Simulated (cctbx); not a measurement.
**A crystallographic session in cctbx: Lu7Cr3**

Library: cctbx 2025.11. The data are simulated by the first script.

## 1. Simulate the data

run.py:

```python
from cctbx import adptbx, crystal, miller, sgtbx, xray
from cctbx.array_family import flex
from iotbx.shelx import hklf
from scitbx import matrix
import scitbx.random

cs = crystal.symmetry(unit_cell=(9.469, 9.469, 6.042, 90, 90, 120), space_group_symbol='Hall: P 6c -2c')  # P6_3mc
atoms = [  # label, site, U (iso, or U11 U22 U33 U12 U13 U23 in A^2), occupancy
    ("Lu1", (0.5452, 0.4548, 0.9381), (0.0365, 0.0365, 0.0168, 0.0251, 0.0021, -0.0021), 1),
    ("Lu2", (0.1248, 0.8752, 0.7593), (0.0082, 0.0082, 0.0071, 0.0053, -0.0002, 0.0002), 1),
    ("Lu3", (1/3, 2/3, 0.958), (0.0088, 0.0088, 0.0130, 0.0044, 0.0000, 0.0000), 1),
    ("Cr1", (0.8106, 0.1894, 0.6743), (0.0168, 0.0168, 0.0169, 0.0091, -0.0005, 0.0005), 1),
]
xs = xray.structure(crystal_symmetry=cs)
for label, site, u, occ in atoms:
    u = adptbx.u_cif_as_u_star(cs.unit_cell(), u) if isinstance(u, tuple) else u
    xs.add_scatterer(xray.scatterer(label, site=site, u=u, occupancy=occ))
xs.set_inelastic_form_factors(0.71073, "sasaki")
xs.show_summary()
p1 = xs.expand_to_p1()
ms = miller.build_set(p1, anomalous_flag=True, d_min=0.77)
flex.set_random_seed(51397)
scitbx.random.set_random_seed(51397)
ms = ms.select(flex.random_double(ms.size()) < 0.9)
i = ms.structure_factors_from_scatterers(p1, algorithm="direct").f_calc().as_intensity_array().data()
i = i * 40000 / flex.max(i)
sig = flex.sqrt(i + flex.pow2(0.04 * i) + 15 ** 2)
noise = scitbx.random.variate(scitbx.random.normal_distribution())(i.size())
data = ms.array(data=i + sig * noise, sigmas=sig).set_observation_type_xray_intensity()
with open("data.hkl", "w") as f:
    data.export_as_shelx_hklf(f)
print("reflections written:", data.size(), " <I/sigma> = %.1f" % flex.mean(data.data() / data.sigmas()))
for h, a, b in list(data.sort("data"))[:12]:
    print("%4d%4d%4d %9.1f %7.1f" % (h + (a, b)))
```

```console
$ python run.py
```

```text
Number of scatterers: 4
At special positions: 4
Unit cell: (9.469, 9.469, 6.042, 90, 90, 120)
Space group: P 63 m c (No. 186)
reflections written: 3836  <I/sigma> = 15.7
  -3   6   0   42261.8  1612.5
   6  -3   0   41033.2  1612.5
  -6   3   0   40343.1  1612.5
   3   3   0   38949.7  1612.5
   3  -6   0   38736.7  1612.5
   0  -3  -3   28455.9  1088.9
   0   3   3   28276.5  1060.8
  -3   3  -3   27469.1  1088.9
   0   0  -4   27423.8  1124.8
  -3   0  -3   26397.7  1088.9
   3   0   3   26354.2  1060.8
  -3   0   3   26237.9  1060.8
```

It took 0.24 s on 1 thread of Arm Neoverse V2, with other jobs on the host, peak memory 0.07 GiB.

## 2. Refinement (refined in the given hand)

run.py:

```python
import math
from cctbx import adptbx, crystal, maptbx, sgtbx, xray
from cctbx.array_family import flex
from cctbx.xray import observations
from iotbx.shelx import hklf
from scitbx.lstbx import normal_eqns_solving
from smtbx import absolute_structure, utils
from smtbx.refinement import constraints, least_squares

cs = crystal.symmetry(unit_cell=(9.469, 9.469, 6.042, 90, 90, 120), space_group_symbol='Hall: P 6c -2c')  # P6_3mc
atoms = [  # label, site, U (iso, or U11 U22 U33 U12 U13 U23 in A^2), occupancy
    ("Lu1", (0.5442, 0.4558, 0.935), 0.0200, 1),
    ("Lu2", (0.1262, 0.8738, 0.7601), 0.0200, 1),
    ("Lu3", (1/3, 2/3, 0.9538), 0.0200, 1),
    ("Cr1", (0.8085, 0.1915, 0.6729), 0.0200, 1),
]
xs = xray.structure(crystal_symmetry=cs)
for label, site, u, occ in atoms:
    u = adptbx.u_cif_as_u_star(cs.unit_cell(), u) if isinstance(u, tuple) else u
    xs.add_scatterer(xray.scatterer(label, site=site, u=u, occupancy=occ))
xs.set_inelastic_form_factors(0.71073, "sasaki")
xs.convert_to_anisotropic()
raw = hklf.reader(file_name="data.hkl").as_miller_arrays(crystal_symmetry=cs, anomalous=True)[0]
merged = raw.eliminate_sys_absent().merge_equivalents()
fo2 = merged.array().set_observation_type_xray_intensity()
print("Rint %.3f, %d unique reflections to %.2f A" % (merged.r_int(), fo2.size(), fo2.d_min()))
for sc in xs.scatterers():
    sc.flags.set_grad_site(True)
    sc.flags.set_grad_u_aniso(sc.flags.use_u_aniso())
    sc.flags.set_grad_u_iso(sc.flags.use_u_iso())
obs = fo2.as_xray_observations()
extra = {}
rep = constraints.reparametrisation(xs, [], utils.connectivity_table(xs), **extra)
ls = least_squares.crystallographic_ls(obs, rep, weighting_scheme=least_squares.mainstream_shelx_weighting(a=0, b=0))
print("cycle     R1     wR2    GooF  max shift (A)")
for cycle in range(8):
    ls.build_up()
    r1, wr2, goof = ls.r1_factor(cutoff_factor=2)[0], ls.wR2(), ls.goof()
    old = xs.sites_cart()
    normal_eqns_solving.levenberg_marquardt_iterations(ls, n_max_iterations=3, tau=1e-06, step_threshold=1e-7)
    big = flex.max((xs.sites_cart() - old).norms())
    print("%4d %7.4f %7.4f %7.3f %9.5f" % (cycle + 1, r1, wr2, goof, big))
    ls.build_up(objective_only=True)
    if abs(ls.wR2() - wr2) < 5e-5 and big < 5e-4:
        break
ls.build_up()
print("final R1 %.4f wR2 %.4f GooF %.3f  parameters %d  data/parameter %.1f" % (ls.r1_factor(cutoff_factor=2)[0], ls.wR2(), ls.goof(), ls.n_parameters, fo2.size() / ls.n_parameters))
cov = ls.covariance_matrix_and_annotations()
su = dict(zip(cov.annotations, (math.sqrt(max(v, 0)) for v in cov.matrix.matrix_packed_u_diagonal())))
a2 = cs.unit_cell().reciprocal_parameters()[0] ** -2
print("atom        x        y        z      Ueq    occ   su(xyz)  su(Uiso or U11)")
for sc in xs.scatterers():
    s = max(su.get(sc.label + k, 0) for k in (".x", ".y", ".z"))
    npd = "" if sc.is_positive_definite_u(cs.unit_cell()) else "  NPD"
    print("%-5s %8.5f %8.5f %8.5f %8.4f %6.3f %8.5f %7.4f%s" % ((sc.label,) + sc.site + (sc.u_iso_or_equiv(cs.unit_cell()), sc.occupancy, s, su.get(sc.label + ".uiso", su.get(sc.label + ".u11", 0) * a2), npd)))
fc = fo2.structure_factors_from_scatterers(xs, algorithm="direct").f_calc()
absolute_structure.flack_analysis(xs, fo2.as_xray_observations()).show()
h = absolute_structure.hooft_analysis(fo2, fc, scale_factor=ls.scale_factor())
print("Hooft y: %.3f(%.0f)  Bijvoet pairs: %d" % (h.hooft_y, 1000 * h.sigma_y, h.n_bijvoet_pairs))
fo = fo2.f_sq_as_f()
fc = fo.structure_factors_from_scatterers(xs, algorithm="direct").f_calc()
diff = fo.f_obs_minus_f_calc(1 / math.sqrt(ls.scale_factor()), fc).average_bijvoet_mates()
m = diff.fft_map(symmetry_flags=maptbx.use_space_group_symmetry, resolution_factor=0.25).apply_volume_scaling()
print("difference map: max %.2f min %.2f rms %.2f" % (m.statistics().max(), m.statistics().min(), m.statistics().sigma()))
peaks = m.peak_search(parameters=maptbx.peak_search_parameters(min_distance_sym_equiv=0.6, max_clusters=6)).all()
near = xs.closest_distances(peaks.sites(), distance_cutoff=4)
sps = cs.special_position_settings(min_distance_sym_equiv=0.5)
for k, (x, h) in enumerate(zip(peaks.sites(), peaks.heights())):
    ss = sps.site_symmetry(x)
    print("Q%-3d %7.4f %7.4f %7.4f %4d %7.2f  %.2f A from %s" % ((k + 1,) + tuple(t % 1 for t in ss.exact_site()) + (ss.multiplicity(), h, near.smallest_distances[k], xs.scatterers()[near.i_seqs[k]].label)))
```

```console
$ python run.py
```

```text
Rint 0.036, 420 unique reflections to 0.77 A
cycle     R1     wR2    GooF  max shift (A)
   1  0.1229  0.3544  17.802   0.03453
   2  0.0076  0.0181   0.909   0.00004
final R1 0.0076 wR2 0.0181 GooF 0.909  parameters 21  data/parameter 20.0
atom        x        y        z      Ueq    occ   su(xyz)  su(Uiso or U11)
Lu1    0.54522  0.45478  0.93596   0.0270  1.000  0.00004  0.0001
Lu2    0.12479  0.87521  0.75718   0.0073  1.000  0.00003  0.0001
Lu3    0.33333  0.66667  0.95585   0.0103  1.000  0.00005  0.0001
Cr1    0.81059  0.18941  0.67216   0.0164  1.000  0.00015  0.0003
Flack x: 0.03(2)
Hooft y: 0.008(23)  Bijvoet pairs: 188
difference map: max 0.47 min -0.40 rms 0.12
Q1    0.2973  0.5947  0.0293    6    0.47  0.74 A from Lu3
Q2    0.3333  0.6667  0.8499    2    0.45  0.64 A from Lu3
Q3    0.3333  0.6667  0.0000    2    0.37  0.27 A from Lu3
Q4    0.0000  0.0000  0.2249    2    0.36  2.06 A from Lu2
Q5    0.0312  0.0625  0.6398    6    0.35  1.69 A from Lu2
Q6    0.2978  0.5956  0.8798    6    0.33  0.74 A from Lu3
```

Time: 0.44 s.

## 3. Refinement

run.py, as its changes from the last script of this kind:

```diff
@@ -12,4 +12,4 @@
-    ("Lu1", (0.5442, 0.4558, 0.935), 0.0200, 1),
-    ("Lu2", (0.1262, 0.8738, 0.7601), 0.0200, 1),
-    ("Lu3", (1/3, 2/3, 0.9538), 0.0200, 1),
-    ("Cr1", (0.8085, 0.1915, 0.6729), 0.0200, 1),
+    ("Lu1", (0.45478, 0.54522, 0.06404), 0.0270, 1),
+    ("Lu2", (0.87521, 0.12479, 0.24282), 0.0073, 1),
+    ("Lu3", (2/3, 1/3, 0.04415), 0.0103, 1),
+    ("Cr1", (0.18941, 0.81059, 0.32784), 0.0164, 1),
```

```console
$ python run.py
```

```text
Rint 0.036, 420 unique reflections to 0.77 A
cycle     R1     wR2    GooF  max shift (A)
   1  0.0462  0.1437   7.218   0.00080
   2  0.0171  0.0476   2.393   0.00000
final R1 0.0171 wR2 0.0476 GooF 2.393  parameters 21  data/parameter 20.0
atom        x        y        z      Ueq    occ   su(xyz)  su(Uiso or U11)
Lu1    0.45478  0.54522  0.06403   0.0269  1.000  0.00010  0.0003
Lu2    0.87521  0.12479  0.24281   0.0072  1.000  0.00009  0.0002
Lu3    0.66667  0.33333  0.04417   0.0102  1.000  0.00012  0.0002
Cr1    0.18936  0.81064  0.32784   0.0169  1.000  0.00041  0.0007
Flack x: 0.98(2)
Hooft y: 0.998(23)  Bijvoet pairs: 188
difference map: max 0.65 min -0.41 rms 0.13
Q1    0.0000  0.0000  0.4594    2    0.67  2.43 A from Lu2
Q2    0.3333  0.6667  0.5187    2    0.64  0.15 A from Lu3
Q3    0.1980  0.3959  0.4942    6    0.59  1.02 A from Cr1
Q4    0.3333  0.6667  0.6495    2    0.48  0.64 A from Lu3
Q5    0.3333  0.6667  0.8475    2    0.41  1.83 A from Lu3
Q6    0.0000  0.0000  0.2786    2    0.39  2.06 A from Lu2
```

Time: 0.43 s.

This run holds a fault made on purpose: the structure inverted.

## 4. Simulate the data

run.py, as its changes from the last script of this kind:

```diff
@@ -18 +18 @@
-xs.set_inelastic_form_factors(0.71073, "sasaki")
+xs.set_inelastic_form_factors(1.54184, "sasaki")
@@ -21,3 +21,3 @@
-ms = miller.build_set(p1, anomalous_flag=True, d_min=0.77)
-flex.set_random_seed(51397)
-scitbx.random.set_random_seed(51397)
+ms = miller.build_set(p1, anomalous_flag=True, d_min=0.83)
+flex.set_random_seed(216696)
+scitbx.random.set_random_seed(216696)
@@ -26,2 +26,3 @@
-i = i * 40000 / flex.max(i)
-sig = flex.sqrt(i + flex.pow2(0.04 * i) + 15 ** 2)
+i = i / flex.sqrt(1 + 0.1 * i / flex.max(i))  # extinction
+i = i * 5000 / flex.max(i)
+sig = flex.sqrt(i + flex.pow2(0.03 * i) + 4 ** 2)
```

```console
$ python run.py
```

```text
Number of scatterers: 4
At special positions: 4
Unit cell: (9.469, 9.469, 6.042, 90, 90, 120)
Space group: P 63 m c (No. 186)
reflections written: 3112  <I/sigma> = 10.5
  -3  -3   0    5212.2   165.9
   3  -6   0    5176.2   165.9
   6  -3   0    5151.6   165.9
   3   3   0    5054.2   165.9
  -3   6   0    4963.4   165.9
  -6   3   0    4783.3   165.9
   3  -3   3    3673.2   117.8
  -3   3   3    3562.5   117.8
   0   3   3    3546.2   117.8
   0   0   4    3516.7   122.4
   0   0  -4    3507.5   118.1
  -3   0  -3    3453.3   115.1
```

Time: 0.25 s.

## 5. Refinement (refined in the given hand)

run.py, as its changes from the last script of this kind:

```diff
@@ -12,4 +12,4 @@
-    ("Lu1", (0.45478, 0.54522, 0.06404), 0.0270, 1),
-    ("Lu2", (0.87521, 0.12479, 0.24282), 0.0073, 1),
-    ("Lu3", (2/3, 1/3, 0.04415), 0.0103, 1),
-    ("Cr1", (0.18941, 0.81059, 0.32784), 0.0164, 1),
+    ("Lu1", (0.5443, 0.4557, 0.937), 0.0200, 1),
+    ("Lu2", (0.1229, 0.8771, 0.7598), 0.0200, 1),
+    ("Lu3", (1/3, 2/3, 0.9561), 0.0200, 1),
+    ("Cr1", (0.8103, 0.1897, 0.6797), 0.0200, 1),
@@ -21 +21 @@
-xs.set_inelastic_form_factors(0.71073, "sasaki")
+xs.set_inelastic_form_factors(1.54184, "sasaki")
```

```console
$ python run.py
```

```text
Rint 0.046, 346 unique reflections to 0.83 A
cycle     R1     wR2    GooF  max shift (A)
   1  0.1091  0.2534   9.277   0.03417
   2  0.0113  0.0238   0.870   0.00035
final R1 0.0114 wR2 0.0238 GooF 0.870  parameters 21  data/parameter 16.5
atom        x        y        z      Ueq    occ   su(xyz)  su(Uiso or U11)
Lu1    0.54525  0.45475  0.93747   0.0266  1.000  0.00008  0.0002
Lu2    0.12485  0.87515  0.75869   0.0071  1.000  0.00006  0.0001
Lu3    0.33333  0.66667  0.95738   0.0100  1.000  0.00010  0.0002
Cr1    0.81065  0.18935  0.67407   0.0157  1.000  0.00026  0.0005
Flack x: -0.00(3)
Hooft y: -0.000(35)  Bijvoet pairs: 154
difference map: max 0.48 min -0.71 rms 0.13
Q1    0.3333  0.6667  0.2610    2    0.48  1.83 A from Lu3
Q2    0.1344  0.2687  0.5014    6    0.43  1.56 A from Lu2
Q3    0.0300  0.3877  0.8813   12    0.39  1.60 A from Lu1
Q4    0.9985  0.2637  0.4321   12    0.36  1.63 A from Lu2
Q5    0.1627  0.4578  0.7757   12    0.32  1.82 A from Lu2
Q6    0.9920  0.3894  0.0135   12    0.30  1.30 A from Lu1
```

Time: 0.45 s.

## 6. Simulate the data

run.py, as its changes from the last script of this kind:

```diff
@@ -18 +18 @@
-xs.set_inelastic_form_factors(1.54184, "sasaki")
+xs.set_inelastic_form_factors(0.71073, "sasaki")
@@ -21,3 +21,3 @@
-ms = miller.build_set(p1, anomalous_flag=True, d_min=0.83)
-flex.set_random_seed(216696)
-scitbx.random.set_random_seed(216696)
+ms = miller.build_set(p1, anomalous_flag=True, d_min=0.75)
+flex.set_random_seed(336247)
+scitbx.random.set_random_seed(336247)
@@ -26,3 +26,6 @@
-i = i / flex.sqrt(1 + 0.1 * i / flex.max(i))  # extinction
-i = i * 5000 / flex.max(i)
-sig = flex.sqrt(i + flex.pow2(0.03 * i) + 4 ** 2)
+law = matrix.sqr((-1, 0, 0, 0, -1, 0, 0, 0, -1))
+mate = flex.miller_index([tuple(matrix.row(h) * law) for h in ms.indices()])
+i2 = ms.customized_copy(indices=mate).structure_factors_from_scatterers(p1, algorithm="direct").f_calc().as_intensity_array().data()
+i = (1 - 0.3) * i + 0.3 * i2
+i = i * 70000 / flex.max(i)
+sig = flex.sqrt(i + flex.pow2(0.04 * i) + 4 ** 2)
```

```console
$ python run.py
```

```text
Number of scatterers: 4
At special positions: 4
Unit cell: (9.469, 9.469, 6.042, 90, 90, 120)
Space group: P 63 m c (No. 186)
reflections written: 4184  <I/sigma> = 18.3
   6  -3   0   74041.5  2812.5
  -3   6   0   73696.0  2812.5
  -6   3   0   72944.2  2812.5
   3   3   0   68977.0  2812.5
   3  -6   0   67000.9  2812.5
   0   3  -3   50714.3  1881.3
   0   0   4   48665.4  1904.4
   0  -3   3   48213.7  1861.7
  -3   3  -3   47281.3  1881.3
   0   3   3   46972.1  1861.7
   0   0  -4   46823.5  1935.6
   3   0   3   46498.7  1861.7
```

Run time: 0.27 s on 1 thread of Arm Neoverse V2 (shared host), peak memory 0.07 GiB.

[Logs are printed without paths, hosts, clocks, repeated set-up lines and the standing remarks that a program may print on its own settings, such as how far it seeks lower states.]
